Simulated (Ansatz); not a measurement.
Rows from a G0W0 calculation on GeSb4Te7 (P-3m1) (Ansatz 0.2.0; G0W0 on PBE, plane waves, PAW; PAW set soft_1; 6×6×1 mesh, 1028 empty bands, screening to 110 eV, PAW set soft_1 files), in eV. Spin-orbit coupling is left out.

```csv
row,k,band,start,Σx,Σc at the solution,Vxc
A,Γ,c1,9.179,-10.151,-3.040,-13.141
B,Γ,c3,9.320,-9.978,-2.899,-12.781
C,Γ,v1,8.578,-14.161,-0.171,-14.107
D,Γ,v2,8.414,-14.088,-0.164,-14.043
E,Γ,c2,9.227,-9.660,-3.177,-12.776
F,Γ,v3,7.647,-15.139,1.071,-13.734
```

Question: Work out each quasiparticle level and how far it moved.

The quasiparticle equation reads E = start + Σx + Σc(E) − Vxc.

```
row  E (eV)  shift (eV)
  A   9.129      −0.050
  B   9.225      −0.096
  C   8.353      −0.226
  D   8.204      −0.209
  E   9.166      −0.061
  F   7.314      −0.334
```

The gap over the computed points goes from 0.60 eV to 0.78 eV.

Limits: not at the basis limit; mesh may overstate the screening; no spin-orbit coupling; coarse k mesh.

[Paths, hosts, dates, memory and timing lines, banners, echoed tables and standing remarks are left out of the program output.]

[Logs are printed without paths, hosts, clocks, repeated set-up lines and the standing remarks that a program may print on its own settings, such as how far it seeks lower states.]

[Runs of the session that timed out or met a known fault of the program may be left out.]

[Cells called generated may have been cut or substituted from an entry of the Crystallography Open Database or the Materials Project.]

[Hosts, paths, dates, database ids (printed as entryN), source tags and the programs' standing remarks are cut or masked in the printed files.]
